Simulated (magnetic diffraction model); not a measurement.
# TmSbO₃: the ordered moment from one line

Space group P6_3cm (no. 185), a = 6.5540 Å, c = 12.6950 Å.

| site | atom | x | y | z |
| --- | --- | --- | --- | --- |
| 2a | Tm | 0 | 0 | 0.7665 |
| 4b | Tm | 2/3 | 1/3 | 0.7409 |
| 6c | Sb | 0 | 0.6741 | 0.5009 |
| 6c | O | 0 | 0.2938 | 0.1820 |
| 6c | O | 0 | 0.3792 | 0.8207 |
| 2a | O | 0 | 0 | 0.9495 |
| 4b | O | 2/3 | 1/3 | 0.5382 |

The compound is invented for this exercise: a known structure type with other elements, its cell scaled to their sizes and not relaxed.

Only Tm is taken to order (form factors of Tm3+); orders and moment sizes are assumed, and not adapted to the symmetry. Radiation: neutrons of λ = 1.594 Å, 3° to 35°; isotropic B of 0.38 Å² (Tm), 0.59 Å² (Sb) and 0.81 Å² (O). Simulated constant-wavelength pattern: nuclear and magnetic terms add, the magnetic one as |2.695 fm × Σ f S⊥ exp(2πi Q·r) exp(−B s²)|², summed over all Q at one angle with the factor 1/(sin²θ cos θ). For collinear order S is the moment m, which repeats by lattice and centring translations R with the sign exp(−2πi k·R). Free-ion form factors, Sears's scattering lengths of 1992, no absorption; a label names one of the reflections at its angle. The strongest nuclear line in the range is 100, and lines under 0.2 are left out.

In a first state the assumed order is k = (1/2 1/2 0), collinear moments along [120], 5.8 μB on Tm; signs + at (0, 0, 0.7665), − at (0, 0, 0.2665), − at (2/3, 1/3, 0.7409), + at (1/3, 2/3, 0.2409), + at (2/3, 1/3, 0.2409), − at (1/3, 2/3, 0.7409), with this pattern:

| 2θ (°) | index | nuclear | magnetic |
| --- | --- | --- | --- |
| 10.81 | (1/2 -1/2 1) | 0.0 | 1.8 |
| 14.43 | (0 0 2) | 13.7 | 0.0 |
| 15.73 | (1/2 1/2 1) | 0.0 | 138.6 |
| 21.71 | (1 0 2) | 4.9 | 0.0 |
| 22.61 | (3/2 -1/2 1) | 0.0 | 0.5 |
| 23.19 | (1/2 -1/2 3) | 0.0 | 3.7 |
| 25.39 | (3/2 -3/2 1) | 0.0 | 94.3 |
| 25.91 | (1/2 1/2 3) | 0.0 | 87.2 |
| 28.15 | (1 1 0) | 15.6 | 0.0 |
| 29.09 | (0 0 4) | 38.2 | 0.0 |
| 29.09 | (1 1 1) | 100.0 | 0.0 |
| 30.68 | (3/2 -1/2 3) | 0.0 | 3.2 |
| 31.77 | (1 1 2) | 2.7 | 0.0 |
| 32.83 | (3/2 -3/2 3) | 0.0 | 56.5 |
| 33.44 | (1 0 4) | 13.4 | 0.0 |

**Question.** Nearer the ordering temperature the line at 15.73° has total intensity 34.7 on the same scale, and all moments have shrunk alike. How large is the Tm moment?

The nuclear part, 0.0, stays, so the magnetic part is 34.7 against 138.6. It goes as m², so m = 5.8 × √(34.7/138.6) = 2.90 μB; the value used was 2.9 μB.
